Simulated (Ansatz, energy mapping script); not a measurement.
# NaCrBr3 in a distorted perovskite structure: exchange couplings from total energies (octahedra turned by 21°)

How strongly do the moments of NaCrBr3 in a distorted perovskite structure couple under PBEsol+U (3.32 eV)? The plan is to run several orders and fit a Heisenberg model.

Method: PBEsol with U = 3.32 eV on Cr d, ortho-atomic projectors; plane waves, U on orthogonalised atomic orbitals unless named otherwise, collinear spin, no spin–orbit coupling, in Ansatz 0.2.0.

In doubt: warnings of the run leave room for a lower electronic state (step 4), so energies may not be the lowest and differences between runs may mislead.

## Step 1: The starting structure

The structure is tetragonal, space group P4/mbm (No. 127). The conventional cell has a = 6.857 Å, b = 6.857 Å, c = 5.193 Å, α = 90.00°, β = 90.00°, γ = 90.00°. Na has 8 Br at 3.00 to 3.43 Å nearest. Nearest to Cr lie 6 Br at 2.60 Å. Nearest to Br lie 2 Cr at 2.60 Å and 4 Na at 3.43 Å. Nearest to Br lie 2 Cr at 2.60 Å and 2 Na at 3.00 Å. perovskite prototype, lattice guessed from radii. Farther neighbours and most contacts between anions are not listed.

This cell was built for the study (perovskite prototype, lattice guessed from radii), not taken from an experiment; the compound need not form in this structure.

The parent cell was relaxed beforehand in Ansatz under PBEsol with U = 3.15 eV on Cr d, ortho-atomic projectors, from parallel moments.

This cell differs from the relaxed one by: octahedra turned by 21°. The bonds from the magnetic cation to the anions keep their length, so the cell shrinks in the plane.

The U corrects the self-interaction that lets semilocal functionals spread d and f electrons too far. Its value here is typed, not computed.

## Step 2: A run to fix the orbital filling

A corrected shell can settle in several orbital fillings. One parallel run, with an occupation width a fifth wider than the orders use, therefore is to supply the occupation matrices.

input.yaml

```yaml
crystal:
  lattice:
    - [4.8485376647, 4.8485376647, 0.0]
    - [-4.8485376647, 4.8485376647, 0.0]
    - [0.0, 0.0, 5.193486846]
  atoms:
    - { symbol: Na, position: [0.0, 0.5, 0.5] }
    - { symbol: Na, position: [0.5, 0.0, 0.5] }
    - { symbol: Cr, position: [0.0, 0.0, 0.0], spin: 3.0 }
    - { symbol: Cr, position: [0.5, 0.5, 0.0], spin: 3.0 }
    - { symbol: Br, position: [0.0, 0.0, 0.5] }
    - { symbol: Br, position: [0.5, 0.5, 0.5] }
    - { symbol: Br, position: [0.345966009, 0.154033991, 0.0] }
    - { symbol: Br, position: [0.654033991, 0.845966009, 0.0] }
    - { symbol: Br, position: [0.154033991, 0.654033991, 0.0] }
    - { symbol: Br, position: [0.845966009, 0.345966009, 0.0] }
magnetization:
  spin_polarized: true
kpoints:
  mp_grid: { grid: [6, 6, 7] }
hamiltonian:
  xc: pbesol
  hubbard:
    sites: [{ species: Cr, l: d, u_eff: 3.32 }]
    projectors: ortho-atomic
scf:
  occupations: { method: fermi_dirac, width: 0.06 }
output:
  eigenvalues: true
```

Run with:

```
ansatz run input.yaml --threads 4 --pin off --max-ram 8192MiB --backend cpu --events-out ev --progress --plain --runs-dir out
```

Numbers of over 12 decimals in the logs are rounded to 6 here.

What it wrote:

```text
Engine: ansatz 0.2.0, aarch64-unknown-linux-gnu
Pseudopotentials: kind: paw
Pseudopotential: Na, paw, valence charge 9, recommended cutoff 420 eV (normal), Na.paw.azcp
Pseudopotential: Cr, paw, valence charge 14, recommended cutoff 420 eV (normal), Cr.paw.azcp
Pseudopotential: Br, paw, valence charge 7, recommended cutoff 420 eV (normal), Br.paw.azcp
Functional definition: PBEsol
  exchange = pbesol_x
  correlation = pbesol_c
Crystal: 10 atoms, lattice volume = 244.180 Å³
Basis set: ecut = 420 eV, 4773 PW (Γ)
Bands: 57, of which v1, the nominal top of the filled ones, is band 44 counted from 1 (43 counted from 0)
Symmetry: 16 space group operations
Space group: P4/mbm (ITA 127), of the structure as read, at distance tolerance 6.3e-5 Å
Magnetic group: BNS 127.387 (UNI 1047), of the structure as read, at distance tolerance 6.3e-5 Å
k-points: 40 of 252
Non-local potential: Na, projectors of the file, l = 0: 3, l = 1: 2, l = 2: 1
Non-local potential: Cr, projectors of the file, l = 0: 3, l = 1: 2, l = 2: 3, l = 3: 1
Non-local potential: Br, projectors of the file, l = 0: 2, l = 1: 2, l = 2: 2
PAW form: soft (Blöchl's): semilocal exchange-correlation on the pseudo side does not see the compensation charge
PAW frozen core: Na, regenerated for the run's functional, and the local potential with it (the file was generated under x = pbe(κ = 0.804, μ = 0.219515), c = pbe(β = 0.066725))
PAW frozen core: Cr, regenerated for the run's functional, and the local potential with it (the file was generated under x = pbe(κ = 0.804, μ = 0.219515), c = pbe(β = 0.066725))
PAW frozen core: Br, regenerated for the run's functional, and the local potential with it (the file was generated under x = pbe(κ = 0.804, μ = 0.219515), c = pbe(β = 0.066725))
PAW one-centre angular grid: Na, 110 points (default); XC on 64 Gauss nodes
PAW one-centre angular grid: Cr, 590 points (default); XC on 64 Gauss nodes
PAW one-centre angular grid: Br, 110 points (default); XC on 64 Gauss nodes
Initial density: superposition of atomic densities (chi_scale 0.1, normalization cell, long waves kept (reshape's long-wave potential 0.00 eV rms))
Starting moments: Σ|m| = 6 μB on 2 of 10 sites
Initial wavefunctions: pseudopotential atomic-orbital guess
Functional: x = pbesol(κ = 0.804, μ = 0.123457), c = pbesol(β = 0.046)
SCF iter   1: F=—  HF=-26076.148296 eV  |F-HF|=—  |Δ(HF+E_count)|=         —  Δρ=6.01e-2 (↑6.01e-2 ↓2.29e-2)  dr2=1.31e1  dr2_m=2.07e0  M=8.001 μB ∫|m|=8.926 μB  β_m=1.00  ethr=3.10e-3  ⟨swp⟩=8.0  Hψ=19490  notcnv=0  defer=23
preconditioner: auto → Kerker (q_TF=auto, 2.302 Å⁻¹)  [metal: Δε(μ)=0.003 eV  Ē_g=8.920 eV  σ=0.060 eV  W_gap=0.01  n_scr=46 (ndim 8)  ℏωp=17.8 eV  f_vac=0.000  D(μ)=3.46/eV (n_scr^D=18)]
spin=Collinear: Kerker preconditioning applied to the charge; magnetization (m = ρ↑ − ρ↓) channel mixes plain (no charge-response kernel on spin).
SCF iter   2: F=—  HF=-26074.414074 eV  |F-HF|=—  |Δ(HF+E_count)|=    1.73e0  Δρ=1.46e-2 (↑1.46e-2 ↓1.40e-2)  dr2=2.21e0  dr2_m=3.23e-2  M=8.000 μB ∫|m|=9.006 μB  β_m=1.00  ethr=3.10e-3  ⟨swp⟩=2.8  Hψ=9239  notcnv=0  defer=291
SCF iter   3: F=—  HF=-26074.553871 eV  |F-HF|=—  |Δ(HF+E_count)|=   1.40e-1  Δρ=8.81e-3 (↑8.81e-3 ↓7.14e-3)  dr2=7.35e-1  dr2_m=1.06e-2  M=8.000 μB ∫|m|=8.961 μB  β_m=1.00  ethr=2.51e-3  ⟨swp⟩=2.2  Hψ=7727  notcnv=0  defer=291
SCF iter   4: F=—  HF=-26074.592410 eV  |F-HF|=—  |Δ(HF+E_count)|=   3.85e-2  Δρ=3.59e-3 (↑3.59e-3 ↓3.37e-3)  dr2=1.38e-1  dr2_m=5.37e-4  M=8.000 μB ∫|m|=8.929 μB  β_m=0.30  ethr=8.35e-4  ⟨swp⟩=3.0  Hψ=9112  notcnv=0  defer=289
SCF iter   5: F=—  HF=-26074.660283 eV  |F-HF|=—  |Δ(HF+E_count)|=   6.79e-2  Δρ=1.92e-3 (↑1.92e-3 ↓1.66e-3)  dr2=3.44e-2  dr2_m=8.32e-4  M=8.000 μB ∫|m|=8.942 μB  β_m=1.00  ethr=1.57e-4  ⟨swp⟩=2.3  Hψ=8532  notcnv=0  defer=288
SCF iter   6: F=—  HF=-26074.705828 eV  |F-HF|=—  |Δ(HF+E_count)|=   4.55e-2  Δρ=1.28e-3 (↑1.28e-3 ↓1.14e-3)  dr2=9.03e-3  dr2_m=7.41e-5  M=8.000 μB ∫|m|=8.947 μB  β_m=1.00  ethr=3.91e-5  ⟨swp⟩=2.1  Hψ=8488  notcnv=0  defer=295
SCF iter   7: F=—  HF=-26074.739866 eV  |F-HF|=—  |Δ(HF+E_count)|=   3.40e-2  Δρ=3.69e-4 (↑3.69e-4 ↓3.33e-4)  dr2=1.71e-3  dr2_m=1.01e-5  M=8.000 μB ∫|m|=8.950 μB  β_m=0.30  ethr=1.03e-5  ⟨swp⟩=2.2  Hψ=8600  notcnv=0  defer=293
Mixer restart at iter 7: flushing history
spin-set hold released at iteration 7 (site moments contracting): the magnetisation degrees of freedom join the quasi-Newton model from the next iteration; the mixer history was flushed
SCF iter   8: F=—  HF=-26074.754417 eV  |F-HF|=—  |Δ(HF+E_count)|=   1.46e-2  Δρ=3.33e-4 (↑3.33e-4 ↓2.59e-4)  dr2=1.31e-3  dr2_m=1.79e-5  M=8.000 μB ∫|m|=8.950 μB  β_m=0.65  ethr=1.94e-6  ⟨swp⟩=1.7  Hψ=6173  notcnv=0  defer=293
SCF iter   9: F=—  HF=-26074.769964 eV  |F-HF|=—  |Δ(HF+E_count)|=   1.55e-2  Δρ=3.64e-4 (↑3.64e-4 ↓1.36e-4)  dr2=1.18e-3  dr2_m=4.16e-5  M=8.000 μB ∫|m|=8.939 μB  β_m=0.62  ethr=1.49e-6  ⟨swp⟩=2.0  Hψ=7972  notcnv=0  defer=293
[...]
SCF iter  15: F=-26074.769772 eV  HF=-26074.769772 eV  |F-HF|=2.43e-8  |Δ(HF+E_count)|=   3.03e-9  Δρ=4.07e-6 (↑4.07e-6 ↓1.57e-6)  dr2=8.50e-8  dr2_m=6.87e-9  M=8.000 μB ∫|m|=8.944 μB  β_m=0.96  ethr=1.14e-10  ⟨swp⟩=12.2  Hψ=14375  notcnv=0
SCF iter  16: F=-26074.769772 eV  HF=-26074.769772 eV  |F-HF|=1.84e-9  |Δ(HF+E_count)|=   1.53e-8  Δρ=1.31e-6 (↑1.31e-6 ↓4.72e-7)  dr2=8.83e-9  dr2_m=8.25e-10  M=8.000 μB ∫|m|=8.944 μB  ethr=9.66e-11  ⟨swp⟩=1.0  Hψ=11575  notcnv=0
SCF 1 converged in 16 iterations: F = -26074.769772 eV  dr2 = 8.83e-9
[...]
Symmetry: 8 space group operations
k-points: 44 of 252
[...]
Starting moments: Σ|m| = 6 μB on 2 of 10 sites; this step starts from the density that it was given
[...]
spin=Collinear: Kerker preconditioning applied to the charge; magnetization (m = ρ↑ − ρ↓) channel mixes plain (no charge-response kernel on spin).
[...]
an SCF along what the orbitals of the run's state read of its open shells (or to have them read: on a GPU, or by another smearing), with 8 of the crystal's symmetry operations given up (44 k-points in place of 40), reached no lower state that the run goes on to. This is no proof of a minimum
k-points: 64 of 252
[...]
spin=Collinear: Kerker preconditioning applied to the charge; magnetization (m = ρ↑ − ρ↓) channel mixes plain (no charge-response kernel on spin).
[...]
```

Run time: 6.8 min. Hardware: 4 threads of Arm Neoverse N1, shared host; peak memory 3.5 GiB.

The column dr2 measures how far the density is from self-consistency, as an energy; F and HF (Harris–Foulkes) agree once it is small.

The run was stopped unfinished when the time set aside for it ran out, so what it printed is not taken as a result.

No matrices came of it, so the orders below start without them.

## Step 3: Run 1 (parallel; cell A, 10 atoms)

The parallel order is the zero of energy for this cell and mesh.

input.yaml

```yaml
crystal:
  lattice:
    - [0.0, 0.0, 5.193486846]
    - [4.8485376647, 4.8485376647, 0.0]
    - [-4.8485376647, 4.8485376647, 0.0]
  atoms:
    - { symbol: Na, position: [0.5, 0.0, 0.5] }
    - { symbol: Na, position: [0.5, 0.5, 0.0] }
    - { symbol: Cr, position: [0.0, 0.0, 0.0], spin: 3.0 }
    - { symbol: Cr, position: [0.0, 0.5, 0.5], spin: 3.0 }
    - { symbol: Br, position: [0.5, 0.0, 0.0] }
    - { symbol: Br, position: [0.5, 0.5, 0.5] }
    - { symbol: Br, position: [0.0, 0.345966009, 0.154033991] }
    - { symbol: Br, position: [0.0, 0.654033991, 0.845966009] }
    - { symbol: Br, position: [0.0, 0.154033991, 0.654033991] }
    - { symbol: Br, position: [0.0, 0.845966009, 0.345966009] }
magnetization:
  spin_polarized: true
kpoints:
  mp_grid: { grid: [7, 5, 5] }
hamiltonian:
  xc: pbesol
  hubbard:
    sites: [{ species: Cr, l: d, u_eff: 3.32 }]
    projectors: ortho-atomic
scf:
  occupations: { method: fermi_dirac, width: 0.05 }
output:
  eigenvalues: true
```

What it wrote:

```text
[...]
Crystal: 10 atoms, lattice volume = 244.180 Å³
Basis set: ecut = 420 eV, 4773 PW (Γ)
Bands: 57, of which v1, the nominal top of the filled ones, is band 44 counted from 1 (43 counted from 0)
[... 1 set-up line as in the run before ...]
[...]
k-points: 24 of 175
[...]
Starting moments: Σ|m| = 6 μB on 2 of 10 sites
[...]
SCF iter   1: F=—  HF=-26076.143764 eV  |F-HF|=—  |Δ(HF+E_count)|=         —  Δρ=6.00e-2 (↑6.00e-2 ↓2.29e-2)  dr2=1.31e1  dr2_m=2.06e0  M=8.000 μB ∫|m|=8.921 μB  β_m=1.00  ethr=3.10e-3  ⟨swp⟩=8.1  Hψ=11750  notcnv=0  defer=10
[...]
SCF iter  16: F=-26074.771181 eV  HF=-26074.771181 eV  |F-HF|=8.64e-9  |Δ(HF+E_count)|=   1.12e-8  Δρ=1.84e-6 (↑1.84e-6 ↓4.51e-7)  dr2=1.36e-8  dr2_m=1.46e-9  M=8.000 μB ∫|m|=8.940 μB  ethr=8.11e-11  ⟨swp⟩=1.0  Hψ=7427  notcnv=0
SCF 1 converged in 16 iterations: F = -26074.771181 eV  dr2 = 1.36e-8
[...]
[... 1 set-up line as in the run before ...]
k-points: 28 of 175
[...]
SCF iter   4: F=-26074.771181 eV  HF=-26074.771181 eV  |F-HF|=2.98e-10  |Δ(HF+E_count)|=   4.30e-8  Δρ=2.70e-7 (↑2.70e-7 ↓1.25e-7)  dr2=3.02e-10  dr2_m=2.17e-11  M=8.000 μB ∫|m|=8.940 μB  ethr=1.14e-10  ⟨swp⟩=1.0  Hψ=6608  notcnv=0
[...]
k-points: 36 of 175
[...]
SCF iter   4: F=-26074.771181 eV  HF=-26074.771181 eV  |F-HF|=5.82e-11  |Δ(HF+E_count)|=   5.01e-8  Δρ=1.02e-7 (↑1.02e-7 ↓7.30e-8)  dr2=7.74e-11  dr2_m=1.78e-12  M=8.000 μB ∫|m|=8.940 μB  ethr=1.14e-10  ⟨swp⟩=1.0  Hψ=8496  notcnv=0
[...]
SCF converged after 16 iterations
an eigenvalue changed by more than its tolerance at an iteration that met the thresholds in force, so the SCF went on 1 time: the last check found none over its tolerance
Magnetization: 8.0000 μB (48.0000 up, 40.0000 down)
Absolute magnetization: 8.9297 μB (∫|ρ↑−ρ↓|, with the PAW one-centre terms)
[...]
Per-site moments (μB) at R_I (Å): [(0.00447655, 1.235722), (0.00447655, 1.235722), (3.696256, 1.071157), (3.696256, 1.071157), (-0.036485, 1.071157), (-0.036485, 1.071157), (-0.071124, 1.071157), (-0.071124, 1.071156662334), (-0.071124, 1.071156662334), (-0.071124, 1.071157)]
Free energy (F): -26074.771181 eV
[...]
Internal energy: -26074.755157 eV  (E = F + TS)
E sigma→0 (E₀):  -26074.763169 eV
Entropy (-TS):   -0.016024 eV (-1.602 meV/atom)
Fermi energy:    5.893786 eV
[...]
--- Band table (eV; the first three rows and the last of 48) ---
  k-point 0 ↑: bands = [... 40 lower, 3.2822, 3.4346, 4.1994, 4.1994, 4.4379, 4.4736, 4.4736, 4.5970, ... 9 higher]
  k-point 1 ↑: bands = [... 40 lower, 3.3926, 3.4052, 4.1277, 4.1401, 4.1505, 4.5152, 4.6015, 4.6131, ... 9 higher]
  k-point 2 ↑: bands = [... 40 lower, 3.4577, 3.5959, 3.9573, 3.9927, 4.2398, 4.4475, 4.6420, 4.6488, ... 9 higher]
  k-point 23 ↓: bands = [... 40 lower, 9.2097, 9.3178, 9.7010, 9.8723, 9.8736, 9.8929, 9.9575, 10.0173, ... 9 higher]
Occupation matrices written to <dir>
```

It took 6.2 min on 4 threads; peak memory 2.5 GiB.

Spin moment in the sphere by atom:

| atom | spin moment in the sphere (μB) |
| --- | --- |
| Na1 | 0.00 |
| Na2 | 0.00 |
| Cr3 | 3.70 |
| Cr4 | 3.70 |
| Br5 | -0.04 |
| Br6 | -0.04 |
| Br7 | -0.07 |
| Br8 | -0.07 |
| Br9 | -0.07 |
| Br10 | -0.07 |

The run ends ferromagnetic.

## Step 4: Order 2: compensated +−, cell A of 10 atoms

This order reverses 4 of the 4 neighbours at 4.85 Å, counted for an average magnetic atom.

Edit input.yaml of step 3 so:

```diff
@@ -9,3 +9,3 @@
     - { symbol: Cr, position: [0.0, 0.0, 0.0], spin: 3.0 }
-    - { symbol: Cr, position: [0.0, 0.5, 0.5], spin: 3.0 }
+    - { symbol: Cr, position: [0.0, 0.5, 0.5], spin: -3.0 }
     - { symbol: Br, position: [0.5, 0.0, 0.0] }
```

What it wrote:

```text
[...]
Crystal: 10 atoms, lattice volume = 244.180 Å³
Basis set: ecut = 420 eV, 4773 PW (Γ)
Bands: 57, of which v1, the nominal top of the filled ones, is band 44 counted from 1 (43 counted from 0)
[... 1 set-up line as in the run before ...]
[...]
k-points: 28 of 175
[...]
Starting moments: Σ|m| = 6 μB on 2 of 10 sites
Starting magnetic order: altermagnet, g-wave, planar spin-momentum locking; spin-degenerate planes through Γ normal to [0 0 1], [0 1 -1], [0 1 0], [0 1 1] of the run's lattice
[...]
SCF iter   1: F=—  HF=-26075.930355 eV  |F-HF|=—  |Δ(HF+E_count)|=         —  Δρ=4.63e-2 (↑4.63e-2 ↓4.63e-2)  dr2=1.46e1  dr2_m=2.01e0  M=0.000 μB ∫|m|=8.690 μB  β_m=1.00  ethr=3.10e-3  ⟨swp⟩=6.6  Hψ=12922  notcnv=0  defer=87
[...]
SCF iter  15: F=—  HF=-26074.396252 eV  |F-HF|=—  |Δ(HF+E_count)|=   2.35e-4  Δρ=2.49e-4 (↑1.17e-4 ↓2.49e-4)  dr2=1.85e-4  dr2_m=5.39e-5  M=-0.002 μB ∫|m|=8.680 μB  β_m=0.30  ethr=4.78e-7  ⟨swp⟩=1.5  Hψ=3098  notcnv=0  defer=255
[...]
spin-set hold released at iteration 15 (site moments' squared step at or under half its running peak, from the soft ceiling on): the magnetisation degrees of freedom join the quasi-Newton model from the next iteration; the mixer history was flushed
SCF iter  16: F=—  HF=-26074.396466 eV  |F-HF|=—  |Δ(HF+E_count)|=   2.15e-4  Δρ=2.22e-4 (↑2.22e-4 ↓1.99e-4)  dr2=1.24e-4  dr2_m=6.29e-5  M=0.011 μB ∫|m|=8.680 μB  β_m=0.54  ethr=2.10e-7  ⟨swp⟩=1.9  Hψ=3107  notcnv=0  defer=255
[...]
SCF iter  27: F=-26074.397518 eV  HF=-26074.397518 eV  |F-HF|=1.06e-9  |Δ(HF+E_count)|=   2.83e-9  Δρ=8.26e-7 (↑8.26e-7 ↓6.55e-7)  dr2=9.74e-9  dr2_m=2.72e-10  M=0.000 μB ∫|m|=8.677 μB  ethr=1.14e-10  ⟨swp⟩=12.0  Hψ=11479  notcnv=0
SCF 1 converged in 27 iterations: F = -26074.397518 eV  dr2 = 9.74e-9
[...]
Symmetry: 4 space group operations
k-points: 52 of 175
[...]
SCF 2 converged in 7 iterations: F = -26074.486845 eV  dr2 = 9.73e-9
[...]
spin=Collinear: Resta preconditioning applied to the charge; magnetization (m = ρ↑ − ρ↓) channel mixes plain (no charge-response kernel on spin).
[...]
SCF 3 converged in 2 iterations: F = -26074.486845 eV  dr2 = 3.65e-9
[...]
WARN: an SCF from ferromagnetic starting moments (0.00, 0.00, -3.84, -3.84, 0.00, 0.00, 0.00, 0.00, 0.00, 0.00 Bohr magnetons, atom by atom) was not made, by what the run has read of turns of its moments that order reads lower: the deck asks for what bars it, or types moments that do (magnetization.spin_polarized, in the input reference, names some of the keys), or the run goes by scf.lower_state_search: light, the default, which as a rule tries one only behind a close that has lost an order of both signs, or on which an open d or half-filled 4f shell of a PAW file has lost a moment that was set nearer to Hund's than to what is left; [rest of the remark cut]
SCF converged after 2 iterations
Magnetization: 0.0000 μB (44.0000 up, 44.0000 down)
Absolute magnetization: 8.4241 μB (∫|ρ↑−ρ↓|, with the PAW one-centre terms)
[...]
Per-site moments (μB) at R_I (Å): [(-3.070385624122259e-5, 1.235722), (3.0756353052851245e-5, 1.235722), (3.589017, 1.071157), (-3.589012, 1.071157), (-0.00417305, 1.071157), (0.00417068, 1.071157), (0.032279, 1.071157), (0.032279, 1.071156662334), (-0.032280, 1.071156662334), (-0.032280, 1.071157)]
Free energy (F): -26074.486845 eV
[...]
Internal energy: -26074.481540 eV  (E = F + TS)
E sigma→0 (E₀):  -26074.484193 eV
Entropy (-TS):   -0.005305 eV (-0.530 meV/atom)
Fermi energy:    5.922969 eV
[...]
--- Band table (eV; the first three rows and the last of 104) ---
  k-point 0 ↑: bands = [... 40 lower, 3.6659, 4.1285, 4.4342, 4.4849, 6.0053, 7.9352, 8.7648, 9.0055, ... 9 higher]
  k-point 1 ↑: bands = [... 40 lower, 3.7774, 4.0708, 4.1959, 4.4865, 6.0739, 8.2788, 8.7331, 9.0019, ... 9 higher]
  k-point 2 ↑: bands = [... 40 lower, 3.9026, 3.9990, 4.1318, 4.4810, 6.1205, 8.6518, 8.9987, 9.0192, ... 9 higher]
  k-point 51 ↓: bands = [... 40 lower, 3.8922, 4.0683, 4.2944, 5.7286, 6.5637, 9.0667, 9.2868, 9.3838, ... 9 higher]
Occupation matrices written to <dir>
```

The job ended after 14 min (4 threads; peak memory 3.8 GiB).

Spin moment in the sphere by atom:

| atom | spin moment in the sphere (μB) |
| --- | --- |
| Na1 | 0.00 |
| Na2 | 0.00 |
| Cr3 | 3.59 |
| Cr4 | -3.59 |
| Br5 | 0.00 |
| Br6 | 0.00 |
| Br7 | 0.03 |
| Br8 | 0.03 |
| Br9 | -0.03 |
| Br10 | -0.03 |

The run ends antiferromagnetic, 139.49 meV a magnetic atom above the parallel order of its cell, a difference that unlike orbital or electronic states can set, not exchange alone (energies taken at zero occupation width, not the printed F).

## Step 5: From energies to couplings

Each energy difference is a sum of couplings weighted by the pairs that the order reverses. A few near shells are fitted to the differences by least squares. Energies are those extrapolated to zero occupation width, not the free energies F.

The orders that converged (zero: parallel moments in the same cell):

| order | atoms | energy (meV a magnetic atom) | moments (μB) | moments kept as typed | opposed neighbours at 4.85 Å |
| --- | --- | --- | --- | --- | --- |
| parallel | 10 | 0.00 | 3.70 | yes | 0 |
| compensated +− | 10 | 139.49 | 3.59 | yes | 4 |

Fitted to E = −Σ J e·e over ordered pairs of unit vectors (J > 0 favours parallel moments):

| pair | distance (Å) | neighbours | J (meV) |
| --- | --- | --- | --- |
| Cr–Cr | 4.85 | 4 | 17.4 |

## Step 6: Results

* couplings: not to be trusted

**Reading.** Between the runs the occupations of the corrected shell change by more than 0.2 electrons in one orbital, or the parallel runs differ in their moments. Whether a run was caught in another orbital state or the shell answers to the reversal itself, the energy differences hold more than the exchange of fixed moments, so a Heisenberg reading is in doubt. The cell was built from a prototype and relaxed before the change was imposed without further relaxation; a distortion that needs a larger cell, or another structure that the compound may prefer, is not captured.

[Logs and program files are shortened in this print: banners, set-up blocks, solver, clock and traceback lines can be left out without a mark of their own.]

[Logs are printed without paths, hosts, clocks, repeated set-up lines and the standing remarks that a program may print on its own settings, such as how far it seeks lower states.]

[Hosts, paths, dates, database ids (printed as entryN), source tags and the programs' standing remarks are cut or masked in the printed files.]

[Where a cell is said to come from a database of computed structures, the database is the Materials Project.]
